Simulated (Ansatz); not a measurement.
# Sb on Ti(0001), hcp start, 2x2 cell: photoemission fingerprints, part 3 of 4

What would XPS and UPS show for Sb on Ti(0001), hcp start, 2x2 cell? Spin–orbit coupling is left out of the bands throughout.

Ansatz 0.2.0; DFT, PBE, plane-wave PAW, default files, scalar-relativistic.

So far, work function, upper face (eV): step 2 (the clean face) 4.41; step 3 (relaxation) 4.71.

## 4. Bands by layer (continued)

A(k,E), top over k along the path and E. Zero: Fermi level.

Ten even steps from '0' (0.00 eV⁻¹) to '9' (3.95 eV⁻¹), each cell a mean:
```
112443212379998532233433333211
333333334444334433222111123333
542111233211111122221000001345
222222221100000111211111111122
122232211010001001111223222211
432212211100000111122222222334
344322110000000001121111112343
012221111000000011011112223210
000121110110000101111233331000
000001001001110011011100000000
000000100110001100101000000000
000000010001110001000000000000
000000000000000010000000000000
000000000110001100000000000000
000000000001110000000000000000
000000000000000000000000000000
000000000000000000000000000000
000000000000000000000000000000
000000000000000000000000000000
000000000000000000000000000000
000000000000000000000000000000
000000000000000000000000000000
```
Columns: k along the path (Å⁻¹) from 0 to 3.37; rows upwards: E (eV) from -7.7 to 0.876.

A(k,E), middle over k along the path and E. Zero: Fermi level.

Ten even steps from '0' (0.00 eV⁻¹) to '9' (3.70 eV⁻¹), each cell a mean:
```
001133222369997433455433321100
111233332344334321111111232111
333211112221112222110000002433
111111222210000222221111111111
333333321000000002222222222333
963322210000000000111122211369
355322110000000000122111112443
002311101000000011001122234200
000120010110001100111244441000
000011001002221010001210000000
000001000010000100002000000000
000000100000110000020000000000
000000110000000000100000000000
000000011010000101100000000000
000000001000110010000000000000
000000000200000200000000000000
000000000022222000000000000000
000000000000000000000000000000
000000000000000000000000000000
000000000000000000000000000000
000000000000000000000000000000
000000000000000000000000000000
```
Columns: k along the path (Å⁻¹) from 0 to 3.37; rows upwards: E (eV) from -7.7 to 0.876.

A(k,E), bottom over k along the path and E. Zero: Fermi level.

Values in eV⁻¹, 12 rows by 16 columns, each cell a mean:
```
1.28 1.57 1.79 1.62 1.84 3.52 4.61 4.39 2.70 1.84 2.04 1.63 1.27 1.74 2.32 1.39
2.56 2.34 1.49 1.64 2.48 1.89 1.53 1.61 2.18 2.10 1.34 0.87 0.54 0.89 1.53 2.49
2.39 2.27 2.62 1.98 0.66 0.11 0.07 0.08 0.27 1.06 1.61 1.35 1.29 1.37 1.67 2.34
1.75 1.64 0.72 0.63 0.33 0.04 0.03 0.03 0.06 0.55 0.93 1.18 0.98 1.66 2.07 1.77
0.06 0.29 0.81 0.50 0.61 0.53 0.13 0.28 0.63 0.54 0.59 1.32 1.91 1.30 0.31 0.06
0.02 0.02 0.29 0.62 0.41 0.58 0.60 0.61 0.56 0.36 0.71 0.32 0.08 0.05 0.03 0.02
0.01 0.01 0.04 0.37 0.57 0.17 0.52 0.38 0.31 0.59 0.28 0.02 0.02 0.02 0.01 0.01
0.01 0.01 0.01 0.11 0.41 0.67 0.59 0.63 0.51 0.38 0.02 0.01 0.01 0.01 0.01 0.01
0.00 0.00 0.01 0.01 0.20 0.48 0.16 0.27 0.47 0.03 0.01 0.01 0.01 0.01 0.00 0.00
0.00 0.00 0.00 0.01 0.01 0.12 0.50 0.35 0.02 0.01 0.00 0.00 0.00 0.00 0.00 0.00
0.00 0.00 0.00 0.00 0.00 0.01 0.01 0.01 0.01 0.00 0.00 0.00 0.00 0.00 0.00 0.00
0.00 0.00 0.00 0.00 0.00 0.00 0.01 0.01 0.00 0.00 0.00 0.00 0.00 0.00 0.00 0.00
```
Columns: k along the path (Å⁻¹) from 0 to 3.37; rows upwards: E (eV) from -7.7 to 0.876.

Peaks of A(k,E) at the labelled points: for each region the eleven nearest the zero at most, each over 6 % of that point's highest, less those above the energy where the solved bands run out; weight and spread sum the levels within three half widths or 0.3 eV, so near peaks share levels. Peaks of the spectral function, the first 40 of 114 rows:

```csv
point,weight on,E (eV),A (1/eV),weight near the peak,rms spread of levels (eV)
K,total,-1.66,5.698,1.962,0.135
K,total,-1.3,13.64,4.605,0.089
K,total,-1.22,14.65,4.655,0.098
K,total,-0.82,4.853,2.033,0.092
K,total,-0.72,8.227,2.098,0.102
K,total,-0.08,13.11,4.029,0.121
K,total,0.1,9.857,5.091,0.149
K,total,0.16,9.415,4.808,0.145
K,total,0.26,8.717,3.073,0.095
K,total,0.66,1.556,0.501,0.182
K,total,0.9,0.96,0.418,0.206
K,top,-1.3,3.784,0.959,0.099
K,top,-0.84,1,0.397,0.127
K,top,-0.7,0.921,0.461,0.142
K,top,-0.58,1.222,0.489,0.16
K,top,-0.34,0.787,1.012,0.183
K,top,-0.08,3.676,1.401,0.154
K,top,0.16,4.067,1.182,0.141
K,top,0.5,0.525,0.334,0.176
K,top,0.66,1.131,0.323,0.163
K,top,0.9,0.554,0.337,0.217
K,middle,-1.66,2.196,0.589,0.137
K,middle,-1.3,4.776,1.666,0.075
K,middle,-1.2,6.279,1.729,0.096
K,middle,-0.84,2.388,0.595,0.101
K,middle,-0.7,1.306,0.597,0.102
K,middle,-0.08,3.659,0.669,0.086
K,middle,0.16,0.81,0.785,0.154
K,middle,0.26,0.809,0.256,0.123
K,middle,0.38,0.472,0.27,0.145
K,bottom,-1.66,0.672,0.644,0.088
K,bottom,-1.36,4.704,1.977,0.081
K,bottom,-1.3,5.069,1.977,0.081
K,bottom,-1.2,6.809,2.023,0.095
K,bottom,-0.72,6.059,1.039,0.055
K,bottom,-0.08,5.77,1.958,0.096
K,bottom,0.1,7.449,2.842,0.137
K,bottom,0.26,6.384,2.042,0.086
Γ,total,-5.72,6.236,0.984,0
Γ,total,-4.72,6.154,0.966,0
```

The DOS has structure finer than the step of the table below, so its rows give means over 2 eV, whole bins alone (the curve runs from -30.0 to 0.625 eV). Peaks (eV: height): total -28.3: 33.3, -8.6: 6.45, -0.8: 29.6; Ti 3d -0.8: 25.7; Ti 4s -4.6: 3.20, -3.7: 4.74, -3.0: 5.90, -2.3: 5.13; Ti 4p* -0.6: 1.64, 0.1: 2.19; Sb 5p -2.3: 1.56, -1.7: 1.87, -0.6: 0.970.

* holds the states left over by the projection beside any projected weight of its own. Table of DOS by E, zero at the Fermi level; means over each step; values in states/eV/cell:

```csv
E (eV),total,Ti 3d,Ti 4s,Ti 4p*,Sb 5p,Sb 5s,Sb 4d
-28,5.00,0.00176,8.3e-4,0.00214,0,0,5.00
-26,0,0,0,0,0,0,0
-24,0,0,0,0,0,0,0
-22,0,0,0,0,0,0,0
-20,0,0,0,0,0,0,0
-18,0,0,0,0,0,0,0
-16,0,0,0,0,0,0,0
-14,0,0,0,0,0,0,0
-12,0,0,0,0,0,0,0
-10,0.00123,5.9e-5,1.8e-4,7.9e-6,8.0e-6,9.7e-4,0
-8,0.999,0.0518,0.136,0.00665,0.00652,0.797,3.7e-5
-6,0.443,0.00419,0.424,0.00732,0.00110,0.00668,0
-4,3.21,0.435,2.56,0.0922,0.0823,0.0452,1.4e-4
-2,17.6,12.5,3.21,0.530,1.33,0.0551,8.5e-4
```

Sums over each group's atoms; a table of it gives point samples, which can step over narrow peaks. Table of DOS of the group by E, zero at the Fermi level; 7 of 11 lines; values in states/eV:

```csv
E (eV),other layers: Ti 3d,layer 1: Ti 3d,layer 3: Ti 3d,layer 2: Ti 3d,other layers: Ti 4s,adsorbate: Sb 5p,layer 3: Ti 4s
-29,0,0,0,0,0,0,0
-28,0,0.00311,0,8.7e-6,0,0,0
-27,0,0,0,0,0,0,0
-26,0,0,0,0,0,0,0
-25,0,0,0,0,0,0,0
-24,0,0,0,0,0,0,0
-23,0,0,0,0,0,0,0
-22,0,0,0,0,0,0,0
-21,0,0,0,0,0,0,0
-20,0,0,0,0,0,0,0
-19,0,0,0,0,0,0,0
-18,0,0,0,0,0,0,0
-17,0,0,0,0,0,0,0
-16,0,0,0,0,0,0,0
-15,0,0,0,0,0,0,0
-14,0,0,0,0,0,0,0
-13,0,0,0,0,0,0,0
-12,0,0,0,0,0,0,0
-11,0,0,0,0,0,0,0
-10,0,0,0,0,0,0,0
-9,0,0.0101,0,7.7e-5,0,0.00135,1.7e-5
-8,0,2.7e-5,0,0,0,3.2e-6,0
-7,0,0,0,0,0,0,0
-6,2.1e-5,5.2e-5,1.8e-5,2.6e-5,0.00460,5.9e-5,0.0133
-5,0.00511,0.00788,0.00311,0.00344,0.159,0.00414,0.461
-4,0.0317,0.0436,0.0413,0.0429,0.424,0.0333,0.436
-3,0.382,0.569,0.564,0.674,1.11,0.340,1.25
-2,2.72,3.14,3.96,3.54,1.18,1.44,0.880
-1,6.25,4.95,5.24,5.53,0.441,1.43,0.208
0,9.33,5.57,4.97,4.39,0.890,0.309,0.268
```

Simulated valence spectra by photon energy, shown to 13 eV, since a deeper line would dwarf them at some energies; the 100 % can be that line's tail at the edge; this run's widths, added to any smearing of the DOS itself: Gaussian 0.35 eV, Lorentzian 0.1 eV plus 0.08 an eV of depth. Intensity against binding energy, zero at the Fermi level; values in % of the maximum within 13 eV:

```csv
binding energy (eV),21.2 eV,100 eV,1486.7 eV,8047.8 eV,9251.7 eV
-1.0,1.71,1.77,2.88,2.03,1.87
-0.5,4.13,4.20,5.20,3.43,3.16
0.0,45.4,45.4,40.8,20.8,19.2
0.5,88.5,89.6,82.8,47.6,43.8
1.0,96.3,95.9,99.6,67.9,62.6
1.5,82.0,82.6,97.1,80.1,74.1
2.0,63.3,62.7,93.1,92.6,86.4
2.5,38.6,38.8,76.9,91.3,85.9
3.0,15.4,15.6,48.9,67.2,63.6
3.5,6.47,6.75,32.1,47.8,45.4
4.0,3.25,3.52,23.2,35.7,34.0
4.5,1.93,2.21,19.1,30.3,28.9
5.0,1.13,1.35,12.7,19.9,18.9
5.5,0.742,0.933,9.15,14.0,13.4
6.0,0.500,0.664,5.54,7.95,7.64
6.5,0.379,0.555,4.52,6.56,6.37
7.0,0.323,0.548,5.19,8.52,8.36
7.5,0.317,0.671,7.80,15.1,15.0
8.0,0.434,1.22,17.2,38.7,38.6
8.5,0.766,2.57,39.6,94.8,94.7
9.0,0.552,1.83,27.9,65.1,65.0
9.5,0.261,0.775,10.9,22.5,22.4
10.0,0.168,0.468,6.10,10.2,10.1
10.5,0.128,0.360,4.51,6.03,5.89
11.0,0.106,0.311,3.87,4.16,4.00
11.5,-,0.287,3.59,3.17,3.01
12.0,-,0.275,3.50,2.61,2.43
12.5,-,0.270,3.50,2.26,2.08
```

Maxima picked by a test of local sharpness, so broad peaks and shoulders can be missing; peaks within 0.45 eV of a curve's cut are left out. Valence peaks, by row:

```csv
photon energy (eV),binding energy (eV),height (% of the maximum within 13 eV),main shell,its share (%)
21.2,0.8,100,Ti 3d,95.64
100,28.25,30.89,Sb 4d,99.93
100,0.75,100,Ti 3d,98.87
1487,28.25,505.8,Sb 4d,99.99
1487,8.6,41.75,Sb 5s,89.4
1487,1.1,100,Ti 3d,53
8048,28.25,157,Sb 4d,99.95
8048,8.6,100,Sb 5s,96.07
8048,2.25,97.78,Ti 4s,50.97
9252,28.25,126.2,Sb 4d,99.94
9252,8.6,100,Sb 5s,96.38
9252,2.25,91.67,Ti 4s,51.66
```

The planar mean, electrostatic potential oscillates, so the rows of the table below give means over windows of 1 Å about each position, cut where the curve ends. Its maxima inside the range that stand out by 2 % of the span (Å: eV): 8.6: -0.372, 11.0: -0.157, 13.3: -1.19. Its minima: 7.4: -12.8, 9.8: -12.7, 12.2: -12.6, 14.5: -12.6.

From the Fermi level. The planar mean, electrostatic potential by z; means over each step:

```csv
z (Å),"planar mean, electrostatic potential (eV)"
0,4.57
1,4.49
2,4.45
3,4.44
4,4.42
5,4.18
6,2.18
7,-8.12
8,-7.73
9,-3.98
10,-10.7
11,-1.87
12,-10.3
13,-4.87
14,-8.48
15,-7.38
16,-0.169
17,0.752
18,3.97
19,4.66
20,4.71
21,4.71
22,4.71
23,4.68
```

Shapes are the site's partial DOS without matrix elements, which overweights lines from ligand s bands. The intensity, Ti L-alpha by emission energy less the core level's binding energy, zero at the Fermi level; read off at these points:

emission energy less the core level's binding energy (eV), intensity, Ti L-alpha (% of the unpolarised maximum) and a bar:
```
    -29.0        0.0 
    -28.0        0.0 
    -27.0        0.0 
    -26.0        0.0 
    -25.0        0.0 
    -24.0        0.0 
    -23.0        0.0 
    -22.0        0.0 
    -21.0        0.0 
    -20.0        0.0 
    -19.0        0.0 
    -18.0        0.0 
    -17.0        0.0 
    -16.0        0.1 
    -15.0        0.1 
    -14.0        0.1 
    -13.0        0.1 
    -12.0        0.1 
    -11.0        0.1 
    -10.0        0.2 
     -9.0        0.4 
     -8.0        0.4 
     -7.0        0.4 
     -6.0        0.6 
     -5.0        1.2 
     -4.0        3.3 #
     -3.0       14.5 ####
     -2.0       58.5 ##################
     -1.0       94.2 ############################
     -0.8       99.6 ##############################
      0.0       50.2 ###############
      1.0        3.0 #
```

Window up to 0.6 eV. Shell moments, by row:

```csv
element,shell,occupied states an atom,centre of occupied part (eV),rms width of occupied part (eV),centre up to the window's top (eV),rms width up to the window's top (eV)
Sb,5s,1.828,-7.9,1.957,-7.84,2.07
Sb,5p,3.491,-1.708,0.8763,-1.458,1.076
Sb,4d,9.993,-28.25,0.4175,-28.24,0.4576
Ti,4s,0.8865,-2.944,1.555,-2.72,1.716
Ti,4p*,0.1686,-1.315,1.581,-0.7183,1.506
Ti,3d,2.929,-1.243,0.8963,-0.715,1.066
```

The spectra weight each projected shell by its atomic cross section (Dirac–Hartree–Slater) and angular factor, for unpolarised light with the analyser at 60° from the beam. Broadening, on top of any smearing of the DOS itself: a Gaussian of 0.35 eV and a Lorentzian of 0.1 eV plus 0.08 times the binding energy (full widths), Fermi edge at 300 K. Each atom is damped by exp[−depth/(λ cos θ)], θ = 45° from the normal, λ from the universal curve. Curves are cut 10 eV under the photon energy, above any shell that the free atom's threshold puts out of reach, or at the lower edge of the window: 11.2 eV at 21.2 eV, 30 eV at 100 eV, 30 eV at 1486.7 eV, 30 eV at 8047.8 eV and 30 eV at 9251.7 eV. A star in tables and legends marks shells that hold the states left over by the projection (2.8 % of the filled ones), a stand-in for orbitals that the files don't project on. Dipole terms alone, which is rough above 3 keV; no background, satellites or final-state effects.

How the area divides among the shells (%):

```csv
shell,21.2 eV,100 eV,1486.7 eV,8047.8 eV,9251.7 eV
Sb 5s,0.0,0.8,3.2,17.0,19.4
Sb 5p,6.0,0.6,4.2,12.2,12.8
Sb 4d,0.0,28.7,80.3,51.1,46.7
Ti 4s,1.0,1.1,5.4,18.7,20.2
Ti 3d,92.9,68.7,6.7,0.9,0.8
```

Cross sections used, in Mb an electron:

```csv
shell,21.2 eV,100 eV,1486.7 eV,8047.8 eV,9251.7 eV
Sb 5s,0.016,0.037,7.3e-4,2.8e-5,2.1e-5
Sb 5p,0.97,0.016,5.0e-4,1.1e-5,7.5e-6
Sb 4d,-,0.29,0.0043,2.1e-5,1.2e-5
Ti 4s,0.081,0.022,2.3e-4,4.7e-6,3.3e-6
Ti 3d,2.5,0.44,9.2e-5,7.8e-8,4.2e-8
```

Regions along c: top from 13.3 to 20.6 Å, middle from 10.4 to 13.3 Å, bottom from 3.5 to 10.4 Å.

States with weight above 0.08 nearest the zero at Γ of the zone, within the window kept, -5.7 to 0.9 eV (levels that the program groups as degenerate share a row):

```csv
E (eV),"weight, total","weight, top","weight, middle","weight, bottom"
-0.56,0.11,0.10,0.01,0.00
-0.16,0.96,0.06,0.18,0.71
0.13,0.66,0.27,0.08,0.31
0.29,0.24,0.02,0.09,0.12
0.42,0.95,0.14,0.16,0.65
0.54,0.59,0.21,0.21,0.16
0.62,0.79,0.40,0.26,0.13
0.62,0.79,0.40,0.26,0.13
0.67,0.28,0.08,0.15,0.06
0.68,0.28,0.07,0.15,0.06
```

The largest force component on a free atom is 0.015 eV/Å, so the atoms are at rest for these settings too. At the Fermi level the DOS is 28.57 states/eV a cell, and on the broadened curves Ti 3d holds 86 % of the total there.

(Part 3 of 4 ends here.)

[Logs are printed without paths, hosts, clocks, repeated set-up lines and the standing remarks that a program may print on its own settings, such as how far it seeks lower states.]

[Hosts, paths, dates, database ids (printed as entryN), source tags and the programs' standing remarks are cut or masked in the printed files.]

[Maps of the electrostatic potential energy from Ansatz leave out the sawtooth potential of an applied field or a dipole correction, so their vacuum need not be flat; work functions include it.]
